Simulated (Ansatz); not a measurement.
In doubt: the program warns that the response may not be converged on this k-mesh (in some of the runs), which bears on dielectric and field responses.

System: GeH6CBr3N (CH3NH3GeBr3).

The structure was built from a prototype and need not be the compound's stable phase.

```
C N H Ge Br
1.0
     5.54915    0.36908    0.00198
     0.36908    5.64361   -0.04955
     0.00198   -0.04955    5.54969
C N H Ge Br
1 1 6 1 3
Direct
  0.92853 0.91189 0.00345
  0.08319 0.10485 0.99696
  0.04617 0.74025 0.00538
  0.19318 0.08982 0.84357
  0.81279 0.92186 0.84276
  0.97699 0.27000 0.99475
  0.81608 0.93394 0.16695
  0.19551 0.10091 0.14772
  0.51267 0.51084 0.47902
  0.51909 0.47448 0.01863
  0.43860 0.97080 0.49646
  0.96675 0.46952 0.50402
```

The structure was relaxed with PBEsol-D3(BJ). The runs that relaxed it are not among those shown. PAW set soft_2, made with PBE.

Gaps computed with Ansatz 0.2.0 without a self-energy: PBEsol 1.04 eV and PBEsol+SOC 0.99 eV. The mean ε∞ by PBEsol perturbation theory is 5.62.

Estimate the G0W0@PBEsol gap with 4×4×4 mesh, 721 empty bands, screening to 150 eV, default PAW files.

About 1.95 eV: on its mesh the run moves the gap from 1.04 eV by +0.91 eV. One-shot corrections scale roughly with one over ε∞, here 0.18. Spin-orbit coupling is not in that value; its −0.04 eV at the PBEsol level would bring it to about 1.90 eV. Bands and cutoff are finite, so the gap is not at the basis limit. The miss can reach some tenths of an eV and take either sign; the mesh is an error of its own. The many-body steps are scalar-relativistic: spin-orbit coupling is not in them.

[Paths, hosts, dates, memory and timing lines, banners, echoed tables and standing remarks are left out of the program output.]

[Logs are printed without paths, hosts, clocks, repeated set-up lines and the standing remarks that a program may print on its own settings, such as how far it seeks lower states.]

[Runs of the session that timed out or met a known fault of the program may be left out.]

[Cells called generated may have been cut or substituted from an entry of the Crystallography Open Database or the Materials Project.]

[Hosts, paths, dates, database ids (printed as entryN), source tags and the programs' standing remarks are cut or masked in the printed files.]
